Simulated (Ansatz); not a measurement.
## SiC(111) slab, H on both faces: how far the plane-wave cutoff must go

How do energy, forces and time move with the plane-wave cutoff?

Calculated with Ansatz 0.2.0; Kohn-Sham DFT, revPBE+D3(BJ), PAW set soft_1, plane waves.

### Step 1. Set-up

The cell holds 200 atoms: 75 Si, 75 C and 50 H. Its edges and angles: a = 15.415 Å, b = 15.415 Å, c = 18.234 Å, α = 90.0°, β = 90.0°, γ = 60.0°. Zinc-blende SiC (a = 4.36 A), (111) slab of 6 atomic planes, 5 x 5 surface cells, H on the broken bonds of both faces, 10 A of vacuum; displaced by a Gaussian of 0.02 A. Regions: slab, 150 atoms (75 Si and 75 C); hydrogen, 50 atoms (50 H). Vacuum lies along c.

### Step 2. Script and output

The script builds the cell with ASE, from fixed seeds where it draws at random, so the run can be repeated from this text alone. The cell is 13.3 Å or more across in its periodic directions, and the Γ point alone is taken as a first sampling. Occupations are fixed because a gap is expected. A dispersion term (D3(BJ)) is added as well, though little in this cell is weakly bound. The PAW files are read from a folder beside the script (Ansatz's set soft_1), and the density starts from superposed atoms. These files were made with PBE and serve the other functionals as an approximation. The highest cutoff serves as the reference; forces are the test that matters for later relaxations, while absolute energies converge more slowly and partly cancel in differences.

File test_settings.py:

```python
import time
import warnings
import numpy as np
from ase import Atoms
from ase.build import bulk, make_supercell, surface
from ase.neighborlist import neighbor_list
import ansatz as az

warnings.simplefilter("ignore", az.DeckWarning)
u = bulk('SiC', 'zincblende', a=4.36)
u.positions += np.array([0.2, 0.2, 0.2]) @ u.cell[:]; u.wrap(eps=1e-6)
full = surface(u, [1, 1, 1], 5, vacuum=5)
full.set_cell(full.cell.cellpar(), scale_atoms=True)  # standard orientation
full.set_tags(0)
full = make_supercell(full, [[5, 0, 0], [0, 5, 0], [0, 0, 1]])
full.set_cell(full.cell.cellpar(), scale_atoms=True)  # standard orientation
z = full.positions[:, 2] - full.positions[:, 2].min()
keep = (z > 2.42) & (z < 8.28)
i, j, D = neighbor_list('ijD', full, 2.17)
miss = keep[i] & ~keep[j]
bond = {'Si': 1.48, 'C': 1.09}
caps = [full.positions[a] + d / np.linalg.norm(d) * bond[full[a].symbol] for a, d in zip(i[miss], D[miss])]
atoms = full[keep] + Atoms('H' * len(caps), caps)
atoms.set_tags([0] * keep.sum() + [1] * len(caps))
atoms.center(vacuum=5, axis=2); atoms.pbc = True
atoms.rattle(0.02, seed=95157)
atoms.wrap()
print(atoms.get_chemical_formula(), "-", len(atoms), "atoms; cell", atoms.cell.cellpar().round(3))

base = (
    az.Crystal.from_ase(atoms)
    .calculation()
    .functional("revpbe", dispersion="d3bj")
    .pseudopotentials("paw", azcp={"folder": "./paw"}, xc_functional="pbe")
    .kpoints(1, 1, 1)
    .occupations("fixed")
    .forces()
    .band_table()
)

def gap_of(report):
    e = np.concatenate(report["eigenvalues_ev"]); f = np.concatenate(report["occupations"])
    f = f / f.max()  # a half-filled level counts on both sides, so the gap is then zero
    return e[f > 0.3].max(), e[f < 0.7].min()

rows = []
for cutoff in [250, 320, 420, 520]:
    start = time.time()
    try:
        r = base.basis(cutoff).run(threads=4).report
    except az.AnsatzError as error:
        print(cutoff, 'failed:', str(error)[:110])
        continue
    homo, lumo = gap_of(r)
    rows.append((cutoff, r['free_energy_ev'] / len(atoms), np.array(r['forces_ev_ang']), max(lumo - homo, 0), np.nan, r['n_iterations'], time.time() - start))
    print(cutoff, f"F = {r['free_energy_ev']:.4f} eV, {r['n_iterations']} iterations, {time.time() - start:.0f} s", flush=True)

ref = rows[-1]
scale = np.sqrt(np.mean(ref[2] ** 2))
print(f"r.m.s. force of the reference: {scale:.3f} eV/A")
print("  cutoff  dE (meV/atom)  dF rms (meV/A)  dF (%)  gap (eV)  iter  time (s)")
for name, e, f, gap, p, n, t in rows:
    df = np.sqrt(np.mean((f - ref[2]) ** 2))
    print(f"{str(name):>8s} {1000 * (e - ref[1]):14.2f} {1000 * df:15.2f} {100 * df / scale:7.2f} {gap:9.3f} {n:5d} {t:9.1f}")
```

Launch:

```
$ python test_settings.py
```

What it wrote:

```text
C75H50Si75 - 200 atoms; cell [15.415 15.415 18.234 90.    90.    60.   ]
250 F = -67609.6308 eV, 12 iterations, 20 s
320 F = -67639.4370 eV, 11 iterations, 26 s
420 F = -67643.9761 eV, 11 iterations, 34 s
520 F = -67644.1726 eV, 11 iterations, 45 s
r.m.s. force of the reference: 0.630 eV/A
  cutoff  dE (meV/atom)  dF rms (meV/A)  dF (%)  gap (eV)  iter  time (s)
     250         172.71           42.60    6.76     2.138    12      20.0
     320          23.68           15.71    2.49     2.193    11      26.2
     420           0.98            1.14    0.18     2.194    11      34.3
     520           0.00            0.00    0.00     2.194    11      44.7
```

It took 2.1 min on 4 threads of Intel Xeon Platinum 8375C at 2.90GHz (Ice Lake), shared host; peak memory 6.7 GiB; 7.9 min of CPU time.

### Step 3. Outcome

* reference run: 520, 45 s
* r.m.s. force component of the reference: 0.630 eV/Å
* largest r.m.s. force difference: 42.6 meV/Å (250)
* smallest r.m.s. force difference: 1.14 meV/Å (420)
* energy differences: 0.983 to 173 meV/atom
* gap on the mesh: 2.14 eV (250) to 2.19 eV (520)

**Reading.** The cheapest setting whose forces lie within 1 % of the reference is 420 eV, at 0.77 times the reference's time. Unless the band edges fold onto the sampled k-points, the gap at this level is narrower than the printed one, by up to an eV in wide bands, and a small gap may close. Local and semilocal functionals put gaps too low. In a slab, wire or cluster the gap can be set by surface or vacuum states and not by the bulk bands. No dipole correction is set, which matters where the two faces of the slab differ. Notices that the program raised in these runs, those on memory apart (the script silences some of them): cutoff below recommended.

[Logs are printed without paths, hosts, clocks, repeated set-up lines and the standing remarks that a program may print on its own settings, such as how far it seeks lower states.]

[Hosts, paths, dates, database ids (printed as entryN), source tags and the programs' standing remarks are cut or masked in the printed files.]

[Scripts of this kind were picked in part by their result: those with far moves, changed bonds, near-zero gaps or large misses at database cells are mostly left out.]
